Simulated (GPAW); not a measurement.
Consider zinc-blende (GaAs)1-x(AlAs)x, x = 0.75.

```xyz
16
Lattice="0.0000 5.6590 5.6590 5.6590 0.0000 5.6590 5.6590 5.6590 0.0000" Properties=species:S:1:pos:R:3 pbc="T T T"
Ga    5.6614   11.3140    5.6634
As    1.4049    1.4334    1.4309
Al    2.8216    8.4733    5.6561
As    4.2354    4.2268    1.4130
Al    8.4711    5.6609    2.8288
As    4.2382    1.4119    4.2358
Al    5.6530    2.8281    2.8308
As    7.0775    4.2322    4.2424
Al    5.6589    8.5043    2.8522
As    1.4391    4.2446    4.2468
Al    2.8409    5.6575    2.8220
As    4.2404    7.0748    4.2401
Al    2.8428    2.8241    5.6630
As    4.2341    4.2407    7.0929
Ga    5.6625    5.6569    5.6695
As    7.0850    7.0842    7.0852
```

Absorber: atom 2, with 3 Al at 2.44 Å and 1 Ga at 2.46 Å (tetrahedral). Method: GPAW, PBE, excited-electron core hole (neutral cell), 16-atom cell with 8.0 Å between holes, 4×4×4 k points, dipole transitions, Gaussian full width 2.14 eV up to 4 eV, rising linearly to 3.5 eV at 25 eV.

Q: Where do the maxima of the As K edge fall?

Main maxima up to 26 eV above the zero (height): 4.2 eV (1.40), 6.8 eV (1.37), 13.2 eV (0.96), 17.6 eV (0.96), 20.8 eV (0.93) and 25.6 eV (1.11). A K edge sees empty p states on the absorber. 

The As K spectrum (energy from the bottom of the conduction band, which holds the excited electron; intensity scaled to a mean of 1 over the first 20 eV):

```csv
E (eV),intensity
-2.0,0.00
-1.5,0.01
-1.0,0.02
-0.5,0.08
0.0,0.19
0.5,0.38
1.0,0.62
1.5,0.83
2.0,0.97
2.5,1.05
3.0,1.15
3.5,1.29
4.0,1.39
4.5,1.39
5.0,1.33
5.5,1.30
6.0,1.32
6.5,1.36
7.0,1.36
7.5,1.29
8.0,1.20
8.5,1.13
9.0,1.06
9.5,0.98
10.0,0.91
10.5,0.85
11.0,0.82
11.5,0.84
12.0,0.88
12.5,0.93
13.0,0.96
13.5,0.96
14.0,0.91
14.5,0.86
15.0,0.81
15.5,0.81
16.0,0.83
16.5,0.88
17.0,0.93
17.5,0.95
18.0,0.95
18.5,0.93
19.0,0.91
19.5,0.91
20.0,0.92
20.5,0.93
21.0,0.93
21.5,0.91
22.0,0.88
22.5,0.86
23.0,0.86
23.5,0.89
24.0,0.95
24.5,1.02
25.0,1.08
25.5,1.11
26.0,1.10
26.5,1.04
27.0,0.95
```

The script folds with a Gaussian, whereas the core hole's own line is a Lorentzian, so the onset is too steep and the first peak too high. Lifetime broadening is put in by hand, and intensities beyond about 20 eV depend on it and on the partial waves.

[Banner, clock and machine lines of the logs are left out without a mark of their own.]

[Logs are printed without paths, hosts, clocks, repeated set-up lines and the standing remarks that a program may print on its own settings, such as how far it seeks lower states.]

[Hosts, paths, dates, database ids (printed as entryN), source tags and the programs' standing remarks are cut or masked in the printed files.]

[Lists of maxima count a maximum above −3 eV only where it reaches 4 % of the highest in the window and stands out from its surroundings by 2 % of it (1.5 % where it reaches 55 %); shoulders and weaker maxima are passed over, and of the rest the first, up to two pre-edge ones and the few strongest are named.]
